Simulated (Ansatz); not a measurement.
**armchair SiC nanoribbon (N = 4, H/H2 edges): bands by functional and under strain**

Wanted: the relaxed geometry and the bands of the armchair SiC nanoribbon (N = 4, H/H2 edges).

Program: Ansatz 0.2.0. Level of theory: DFT PBE, plane waves, PAW; relaxation of a wire's period, in the first sound run; inputs show where later runs differ. Results are calculated unless marked as measured.

Report form: the programs' logs are mostly left out.

### 1. Starting point

The cell holds 14 atoms: 4 Si, 4 C and 6 H. Its edges and angles: a = 13.634 Å, b = 9.320 Å, c = 5.370 Å, α = 90.0°, β = 90.0°, γ = 90.0°. Vacuum lies along a and b. The structure's axis is c.

### 2. Relaxing the period

Band widths follow the bond lengths, so the wire is relaxed first. The atoms and the third cell vector are free; the box across stays fixed as vacuum. Moments are seeded so that a magnetic state can form if it lies lower. A Fermi-Dirac smearing is set since the result may be a metal. The pressure printed is a third of the stress's trace over the whole box, vacuum included; only the stress along the axis is relaxed.

Input file input.yaml:

```yaml
crystal:
  lattice:
    - [13.634, 0.0, 0.0]
    - [0.0, 9.32, 0.0]
    - [0.0, 0.0, 5.37]
  atoms:
    - { symbol: Si, position: [0.34690891, 0.5, 0.0], spin: 0.5 }
    - { symbol: Si, position: [0.574308862, 0.5, 0.0] }
    - { symbol: C, position: [0.34690891, 0.5, 0.333333333], spin: 0.5 }
    - { symbol: C, position: [0.574308862, 0.5, 0.333333333] }
    - { symbol: H, position: [0.743270837, 0.624463519, 0.418994413] }
    - { symbol: H, position: [0.743270837, 0.375536481, 0.418994413] }
    - { symbol: H, position: [0.278943002, 0.5, 0.432960894] }
    - { symbol: Si, position: [0.460608886, 0.5, 0.5] }
    - { symbol: Si, position: [0.688008838, 0.5, 0.5], spin: -0.5 }
    - { symbol: C, position: [0.460608886, 0.5, 0.833333333] }
    - { symbol: C, position: [0.688008838, 0.5, 0.833333333], spin: -0.5 }
    - { symbol: H, position: [0.256711163, 0.5, 0.867783985] }
    - { symbol: H, position: [0.729931734, 0.594420601, 0.894785847] }
    - { symbol: H, position: [0.729931734, 0.405579399, 0.894785847] }
magnetization:
  spin_polarized: true
kpoints:
  mp_grid: { grid: [1, 1, 15] }
scf:
  occupations: { method: fermi_dirac, width: 0.05 }
hamiltonian:
  xc: pbe
relax:
  cell: { fix: [a, b, alpha, beta, gamma] }
  max_steps: 60
```

The run is started by

```sh
> ansatz run input.yaml --threads 8 --pin off --max-ram 16384MiB --backend cpu --events-out ev --progress --plain --runs-dir out
```

It took 42 s on 8 threads of Arm Neoverse V2, shared host; peak memory 1.5 GiB; 5.1 min of CPU time.

Relaxation path:

```tsv
step	energy less that of the first step (eV)	largest force component (eV/Å)	pressure (GPa)	volume (Å³)
1	0.0000	1.9271	0.91	682.36
2	-0.3485	0.8576	0.35	684.10
3	-0.4223	0.2026	0.07	686.27
4	-0.4248	0.0515	0.01	686.75
5	-0.4249	0.0098	0.00	686.82
6*	-0.4264	0.0101	0.00	686.82
7	-0.4264	0.0045	0.01	686.82
8*	-0.4264	0.0045	0.01	686.82
```

Relaxation steps marked * repeat the geometry before them on a plane-wave basis chosen anew for their cell, so energy and pressure can jump there.

The run keeps the 2 symmetry operations that it works with, so distortions that break them were not tested.

```tsv
cell as run	before	after	change
c (Å)	5.370	5.405	+0.7 %
```

The atoms that moved most (Å, along periodic axes as changes of fractional coordinates times the final cell, across vacuum about the mean position):

```tsv
atom	dx	dy	dz	length
H5	0.117	0.036	-0.045	0.131
H6	0.117	-0.036	-0.045	0.131
Si9	0.061	0.000	-0.071	0.094
Si2	-0.078	0.000	0.032	0.084
H12	-0.060	0.000	0.020	0.064
H14	-0.005	0.005	0.059	0.060
H13	-0.005	-0.005	0.059	0.060
H7	-0.042	0.000	-0.032	0.053
```

This step gave:

* cell length along the wire: 5.405 Å

The cell's length comes to 5.405 Å with no moment.

### 3. The wire at its relaxed period

This step: DFT PBE, plane waves, PAW; channels and complex bands of a perfect wire (Ansatz 0.2.0).

At the relaxed period the Bloch states of the perfect wire are found at each energy: those that move forward count the open channels, and those that decay describe how a disturbance dies away inside the wire itself. An energy step of 0.035 eV is under the 0.039 eV that the program asks for its thermal average at 300 K.

Input file input.yaml:

```yaml
crystal:
  lattice:
    - [13.634, 0.0, 0.0]
    - [0.0, 9.32, 0.0]
    - [0.0, 0.0, 5.4051372985]
  atoms:
    - { symbol: Si, position: [0.347482517, 0.5, 0.007301002] }
    - { symbol: Si, position: [0.568609863, 0.5, 0.005961951] }
    - { symbol: C, position: [0.34609591, 0.5, 0.330326285] }
    - { symbol: C, position: [0.57156249, 0.5, 0.332535763] }
    - { symbol: H, position: [0.751882622, 0.628312355, 0.410655581] }
    - { symbol: H, position: [0.751882622, 0.371687645, 0.410655581] }
    - { symbol: H, position: [0.275844961, 0.5, 0.42701655] }
    - { symbol: Si, position: [0.458484954, 0.5, 0.497624275] }
    - { symbol: Si, position: [0.69244678, 0.5, 0.486790108] }
    - { symbol: C, position: [0.457796125, 0.5, 0.831313915] }
    - { symbol: C, position: [0.688200075, 0.5, 0.838394262] }
    - { symbol: H, position: [0.252276498, 0.5, 0.871525306] }
    - { symbol: H, position: [0.729582441, 0.59383857, 0.905769076] }
    - { symbol: H, position: [0.729582441, 0.40616143, 0.905769076] }
kpoints:
  mp_grid: { grid: [1, 1, 15] }
  band_path: { path: ["Γ", Z], npoints: 50 }
scf:
  occupations: { method: fermi_dirac, width: 0.05 }
hamiltonian:
  xc: pbe
output:
  transmission:
    e_range: [-2, 2]
    de: 0.035
    kmesh: [1, 1]
    reduced_basis: true
    leads: [[0, 0]]
  dos: { e_range: [-5, 4] }
  write_potential: true
  write_density: true
  volumetric_format: npy
  elf: true
```

Run time: 3.9 min. Hardware: 8 threads; peak memory 2.4 GiB; 22 min of CPU time.

This step gave:

- channels at the energy nearest the Fermi level, one spin: 0
- conductance of the lead as this run defines it: 5.45e-21 G₀
- slowest decay in the lead at the energy nearest the Fermi level: 0.2164 Å⁻¹
- band gap: 2.448 eV

Open channels of the lead, one spin against energy, zero at the Fermi level:

```tsv
energy (eV)	open channels of the lead, one spin
-2.000	1
-1.790	0
-1.615	1
-1.405	1
-1.195	0
-0.985	0
-0.810	0
-0.600	0
-0.390	0
-0.215	0
-0.005	0
0.205	0
0.415	0
0.590	0
0.800	0
1.010	0
1.185	0
1.395	2
1.605	2
1.815	0
```

The slowest values at each energy, most degenerate partners merged, listed up to 1.5 1/Å. The Im kz of the slowest decaying states by energy, zero at the Fermi level:

```tsv
energy (eV)	decay 1 (Å⁻¹)	decay 2 (Å⁻¹)	decay 3 (Å⁻¹)	decay 4 (Å⁻¹)
-2.000	0.278	0.350	0.352	0.446
-1.790	0.0301	0.360	0.366	0.471
-1.615	0.142	0.366	0.376	0.489
-1.405	0.315	0.371	0.386	0.507
-1.195	0.0494	0.375	0.380	0.395
-0.985	0.132	0.377	0.401	0.413
-0.810	0.166	0.378	0.405	0.428
-0.600	0.191	0.378	0.408	0.436
-0.390	0.207	0.377	0.410	0.436
-0.215	0.214	0.375	0.411	0.430
-0.005	0.216	0.372	0.410	0.418
0.205	0.213	0.367	0.399	0.408
0.415	0.203	0.361	0.374	0.404
0.590	0.189	0.348	0.355	0.400
0.800	0.164	0.307	0.347	0.393
1.010	0.123	0.251	0.337	0.385
1.185	0.0547	0.183	0.328	0.377
1.395	0.315	0.364	0.552	0.639
1.605	0.299	0.350	0.524	0.643
1.815	0.0389	0.282	0.333	0.453
```

The electronic bands at the labelled points (eV, zero at the Fermi level):

```tsv
point	band 16	band 17	band 18	band 19	band 20	band 21	band 22	band 23
Γ	-3.01	-3.00	-1.87	-1.22	1.23	2.14	2.29	3.06
halfway	-3.35	-3.20	-1.95	-1.75	1.68	2.05	2.48	3.12
Z	-3.83	-3.15	-2.82	-1.65	1.36	2.86	3.00	3.10
```

Valence density in the ca plane at fractional y = 0.500, with atoms of Si and C and H within 0.2 Å of it. It is the smooth field of the valence electrons, not physical close to the nuclei.

Values in e/Å³, 24 rows by 15 columns, each cell a mean:
```
0.0 0.0 0.0 0.0 0.0 0.0 0.0 0.0 0.0 0.0 0.0 0.0 0.0 0.0 0.0
0.0 0.0 0.0 0.0 0.0 0.0 0.0 0.0 0.0 0.0 0.0 0.0 0.0 0.0 0.0
0.0 0.0 0.0 0.0 0.0 0.0 0.0 0.0 0.0 0.0 0.0 0.0 0.0 0.0 0.0
0.0 0.0 0.0 0.0 0.0 0.0 0.0 0.0 0.0 0.0 0.0 0.0 0.0 0.0 0.0
0.0 0.0 0.0 0.0 0.0 0.1 0.1 0.1 0.0 0.0 0.0 0.0 0.0 0.0 0.0
0.1 0.0 0.0 0.0 0.1 0.2 0.3 0.2 0.2 0.2 0.2 0.2 0.3 0.3 0.2
0.3 0.1 0.0 0.1 0.1 0.3 0.3 0.2 0.2 0.4 0.6 1.0 1.3 1.3 0.8
0.4 0.1 0.1 0.1 0.2 0.3 0.3 0.1 0.2 0.6 0.9 1.5 1.8 1.7 1.1
0.5 0.3 0.2 0.3 0.5 0.8 0.8 0.5 0.3 0.3 0.4 0.7 1.0 1.2 0.9
0.2 0.4 0.7 1.0 1.5 1.7 1.3 0.6 0.3 0.1 0.1 0.2 0.4 0.5 0.4
0.1 0.3 0.8 1.2 1.6 1.8 1.4 0.7 0.3 0.1 0.1 0.2 0.3 0.4 0.3
0.4 0.3 0.3 0.5 0.7 1.0 1.0 0.6 0.3 0.3 0.4 0.6 0.9 1.1 0.8
0.4 0.2 0.1 0.1 0.2 0.4 0.3 0.2 0.2 0.6 1.0 1.5 1.7 1.7 1.1
0.5 0.2 0.2 0.2 0.3 0.5 0.5 0.3 0.3 0.5 0.8 1.2 1.6 1.6 1.0
0.3 0.3 0.5 0.7 1.1 1.4 1.2 0.7 0.3 0.2 0.2 0.4 0.6 0.8 0.6
0.1 0.3 0.9 1.4 1.8 1.8 1.5 0.6 0.2 0.1 0.1 0.1 0.3 0.3 0.2
0.3 0.3 0.5 0.7 1.1 1.6 1.6 0.7 0.2 0.1 0.1 0.1 0.4 0.6 0.6
0.4 0.2 0.1 0.2 0.3 0.6 1.1 0.6 0.1 0.0 0.1 0.2 0.7 1.4 0.8
0.1 0.1 0.0 0.0 0.0 0.1 0.1 0.1 0.0 0.0 0.0 0.1 0.3 0.5 0.3
0.0 0.0 0.0 0.0 0.0 0.0 0.0 0.0 0.0 0.0 0.0 0.0 0.0 0.1 0.0
0.0 0.0 0.0 0.0 0.0 0.0 0.0 0.0 0.0 0.0 0.0 0.0 0.0 0.0 0.0
0.0 0.0 0.0 0.0 0.0 0.0 0.0 0.0 0.0 0.0 0.0 0.0 0.0 0.0 0.0
0.0 0.0 0.0 0.0 0.0 0.0 0.0 0.0 0.0 0.0 0.0 0.0 0.0 0.0 0.0
0.0 0.0 0.0 0.0 0.0 0.0 0.0 0.0 0.0 0.0 0.0 0.0 0.0 0.0 0.0
```
Columns run along c (5.4 Å), rows up along a (13.6 Å). Atoms in or near the plane, at fractional coordinates: Si at (0.01, 0.35), Si at (0.01, 0.57), C at (0.33, 0.35), C at (0.33, 0.57), H at (0.43, 0.28), Si at (0.50, 0.46), Si at (0.49, 0.69), C at (0.83, 0.46), C at (0.84, 0.69), H at (0.87, 0.25).

ELF in the ca plane at fractional y = 0.500, with atoms of Si and C and H within 0.2 Å of it. It is the smooth field of the valence electrons, not physical close to the nuclei.

Ten even steps from '_' (0.00 × 1e-1) to '@' (9.99 × 1e-1), each cell a mean:
```
______________________________
______________________________
______________________________
______________________________
________....::::..______......
::______::====--::::--====++==
==..____::----::::**%%##==++**
++::__..----::::--%%@@##::--**
##----++##%%%%##==++####%%%%@@
----##%%++==####==....--++**++
::--%%%%==--**##==....::====--
++--==++**%%%%##----++**##%%%%
**::__..--==----::##%%**::==##
**::..::==**++==::**%%##==**%%
--::**##**##%%%%==::--++##%%##
--==%%%%--..****--____..----::
==--**##**##@@@@**____++%%@@%%
%%--::--**@@@@@@##__::@@@@@@@@
%%--____--##@@%%--__--@@@@@@@@
##..______::--::____::%%@@@@@@
--____________________==%%%%##
________________________::--::
______________________________
______________________________
```
Columns run along c (5.4 Å), rows up along a (13.6 Å). Atoms in or near the plane, at fractional coordinates: Si at (0.01, 0.35), Si at (0.01, 0.57), C at (0.33, 0.35), C at (0.33, 0.57), H at (0.43, 0.28), Si at (0.50, 0.46), Si at (0.49, 0.69), C at (0.83, 0.46), C at (0.84, 0.69), H at (0.87, 0.25).

Electrostatic potential energy in the ca plane at fractional y = 0.500, with atoms of Si and C and H within 0.2 Å of it. With pseudopotentials it is smooth inside the atoms' cores, unlike the true potential.

Ten even steps from '0' (-65 eV) to '9' (2 eV), each cell a mean:
```
999999999999999
999999999999999
999999999999999
999999999999999
999999999999999
999999878899999
999986312686347
999986101574006
789987656898667
137732589999862
026621489999851
568987656888766
899986201474016
889987312585237
357865677899874
016600389999840
357864589999874
899998469999647
999999999999879
999999999999999
999999999999999
999999999999999
999999999999999
999999999999999
```
Columns run along c (5.4 Å; values clipped at the 3rd and 97th percentile), rows up along a (13.6 Å). Atoms in or near the plane, at fractional coordinates: Si at (0.01, 0.35), Si at (0.01, 0.57), C at (0.33, 0.35), C at (0.33, 0.57), H at (0.43, 0.28), Si at (0.50, 0.46), Si at (0.49, 0.69), C at (0.83, 0.46), C at (0.84, 0.69), H at (0.87, 0.25).

By hand: a barrier of this wire, of length L, would pass T ∝ exp(−2κL) at this energy; with κ = 0.216 Å⁻¹ one decade takes ln 10 / (2κ) = 5.32 Å.

At the computed energy nearest the Fermi level there are 0 channels a spin, and the thermal average gives 5.5e-21 G₀; the gap is 2.45 eV.

### 4. Levels at the same atoms, level LDA, cutoff 420 eV

This step: DFT LDA, plane waves, PAW; bands of a perfect wire at the PBE geometry (Ansatz 0.2.0).

The atoms stay at the PBE geometry and the functional changes. At fixed atoms LDA and the gradient-corrected functionals usually give like bands; this run checks that. Against the first PBE run of this kind, the mesh along the wire has 12 points against 15.

Edit input.yaml of step 3 so:

```diff
@@ -21,3 +21,3 @@
 kpoints:
-  mp_grid: { grid: [1, 1, 15] }
+  mp_grid: { grid: [1, 1, 12] }
   band_path: { path: ["Γ", Z], npoints: 50 }
@@ -26,14 +26,2 @@
 hamiltonian:
-  xc: pbe
-output:
-  transmission:
-    e_range: [-2, 2]
-    de: 0.035
-    kmesh: [1, 1]
-    reduced_basis: true
-    leads: [[0, 0]]
-  dos: { e_range: [-5, 4] }
-  write_potential: true
-  write_density: true
-  volumetric_format: npy
-  elf: true
+  xc: lda
```

Run time: 11 s. Hardware: 8 threads; peak memory 1.7 GiB; 83 s of CPU time.

Numbers from this step:

* band gap: 2.395 eV

Electronic bands along the path, in eV, zero at the Fermi level:

```tsv
point	band 16	band 17	band 18	band 19	band 20	band 21	band 22	band 23
Γ	-2.97	-2.95	-1.85	-1.19	1.20	2.13	2.34	3.11
halfway	-3.30	-3.16	-1.93	-1.73	1.66	2.03	2.51	3.14
Z	-3.79	-3.14	-2.80	-1.62	1.32	2.82	2.97	3.07
```

The gap is 2.40 eV, against 2.45 eV under PBE at the relaxed period.

### 5. Another level of theory, level PBEsol, cutoff 420 eV

This step: DFT PBEsol, plane waves, PAW; bands of a perfect wire at the PBE geometry (Ansatz 0.2.0).

Edit input.yaml of step 4 so:

```diff
@@ -26,2 +26,2 @@
 hamiltonian:
-  xc: lda
+  xc: pbesol
```

Run time: 10 s. Hardware: 8 threads; peak memory 1.7 GiB; 82 s of CPU time.

Electronic bands along the path, in eV, zero at the Fermi level:

```tsv
point	band 16	band 17	band 18	band 19	band 20	band 21	band 22	band 23
Γ	-2.97	-2.96	-1.86	-1.21	1.21	2.14	2.37	3.12
halfway	-3.31	-3.16	-1.95	-1.74	1.68	2.05	2.54	3.16
Z	-3.80	-3.15	-2.82	-1.63	1.35	2.87	3.01	3.10
```

The gap is 2.43 eV, against 2.45 eV under PBE at the relaxed period.

### 6. Levels at the same atoms, level r2SCAN, cutoff 500 eV

This step: DFT r2SCAN, plane waves, PAW; bands of a perfect wire at the PBE geometry (Ansatz 0.2.0).

The atoms stay at the PBE geometry and the functional changes. r2SCAN also reads the kinetic-energy density; it often gives larger moments and wider gaps than PBE, at a higher cost. Against the first PBE run of this kind, the cutoff is 500 eV against 420 and the mesh along the wire has 12 points against 15.

Edit input.yaml of step 5 so:

```diff
@@ -26,2 +26,2 @@
 hamiltonian:
-  xc: pbesol
+  xc: r2scan
```

The job ended after 21 s (8 threads; peak memory 2.9 GiB; 2.8 min of CPU time).

The electronic bands at the labelled points (eV, zero at the Fermi level):

```tsv
point	band 16	band 17	band 18	band 19	band 20	band 21	band 22	band 23
Γ	-3.25	-3.22	-2.03	-1.36	1.36	2.33	2.62	3.56
halfway	-3.59	-3.44	-2.12	-1.91	1.85	2.24	2.81	3.56
Z	-4.08	-3.39	-3.04	-1.81	1.51	3.23	3.27	3.44
```

The gap is 2.73 eV, against 2.45 eV under PBE at the relaxed period.

### 7. Another level of theory, level HSE06, cutoff 420 eV

This step: DFT HSE06, plane waves, PAW; levels of a perfect wire at the PBE geometry (Ansatz 0.2.0).

The atoms stay at the PBE geometry and the functional changes. HSE06 mixes in a quarter of short-range exact exchange, which removes part of the self-interaction that closes gaps; it is dear, so the mesh is thinner and no path is run. Against the first PBE run of this kind, the mesh along the wire has 6 points against 15.

Edit input.yaml of step 6 so:

```diff
@@ -21,4 +21,3 @@
 kpoints:
-  mp_grid: { grid: [1, 1, 12] }
-  band_path: { path: ["Γ", Z], npoints: 50 }
+  mp_grid: { grid: [1, 1, 6] }
 scf:
@@ -26,2 +25,2 @@
 hamiltonian:
-  xc: r2scan
+  xc: hse06
```

The job ended after 16 s (8 threads; peak memory 1.4 GiB; 1.9 min of CPU time).

The gap is 3.26 eV, against 2.45 eV under PBE at the relaxed period.

### 8. Comparing the runs

Times are for 8 threads of Arm Neoverse V2, shared host. The runs compared:

```tsv
no.	level	band gap (eV)	time	memory (GiB)
1	LDA	2.395	11 s	1.7
2	PBEsol	2.426	10 s	1.7
3	r2SCAN	2.727	21 s	2.9
4	HSE06	3.264	16 s	1.4
```

### 9. Strain along the wire, period over the relaxed period 1.1, k-mesh 1×1×11

This step: DFT PBE, plane waves, PAW; relaxation at a fixed period (Ansatz 0.2.0).

The period is set to 1.1 times the relaxed one and the atoms relax within it: strain changes bond lengths and angles, which shifts the bands against each other. Against the first PBE run of this kind, the mesh along the wire has 11 points against 15.

The cell differs from the one that the last finished run ended in (c 5.405 → 5.946 Å).

Input file input.yaml:

```yaml
crystal:
  lattice:
    - [13.634, 0.0, 0.0]
    - [0.0, 9.32, 0.0]
    - [0.0, 0.0, 5.9456510284]
  atoms:
    - { symbol: Si, position: [0.347482517, 0.5, 0.007301002], spin: 0.5 }
    - { symbol: Si, position: [0.568609863, 0.5, 0.005961951] }
    - { symbol: C, position: [0.34609591, 0.5, 0.330326285], spin: 0.5 }
    - { symbol: C, position: [0.57156249, 0.5, 0.332535763] }
    - { symbol: H, position: [0.751882622, 0.628312355, 0.410655581] }
    - { symbol: H, position: [0.751882622, 0.371687645, 0.410655581] }
    - { symbol: H, position: [0.275844961, 0.5, 0.42701655] }
    - { symbol: Si, position: [0.458484954, 0.5, 0.497624275] }
    - { symbol: Si, position: [0.69244678, 0.5, 0.486790108], spin: -0.5 }
    - { symbol: C, position: [0.457796125, 0.5, 0.831313915] }
    - { symbol: C, position: [0.688200075, 0.5, 0.838394262], spin: -0.5 }
    - { symbol: H, position: [0.252276498, 0.5, 0.871525306] }
    - { symbol: H, position: [0.729582441, 0.59383857, 0.905769076] }
    - { symbol: H, position: [0.729582441, 0.40616143, 0.905769076] }
magnetization:
  spin_polarized: true
kpoints:
  mp_grid: { grid: [1, 1, 11] }
  band_path: { path: ["Γ", Z], npoints: 50 }
scf:
  occupations: { method: fermi_dirac, width: 0.05 }
hamiltonian:
  xc: pbe
relax:
  max_steps: 40
  f_tol: 0.02
output:
  stress: true
```

The job ended after 46 s (8 threads; peak memory 2.4 GiB).

(Part 1 of 2 ends here.)

[Logs are printed without paths, hosts, clocks, repeated set-up lines and the standing remarks that a program may print on its own settings, such as how far it seeks lower states.]

[Hosts, paths, dates, database ids (printed as entryN), source tags and the programs' standing remarks are cut or masked in the printed files.]
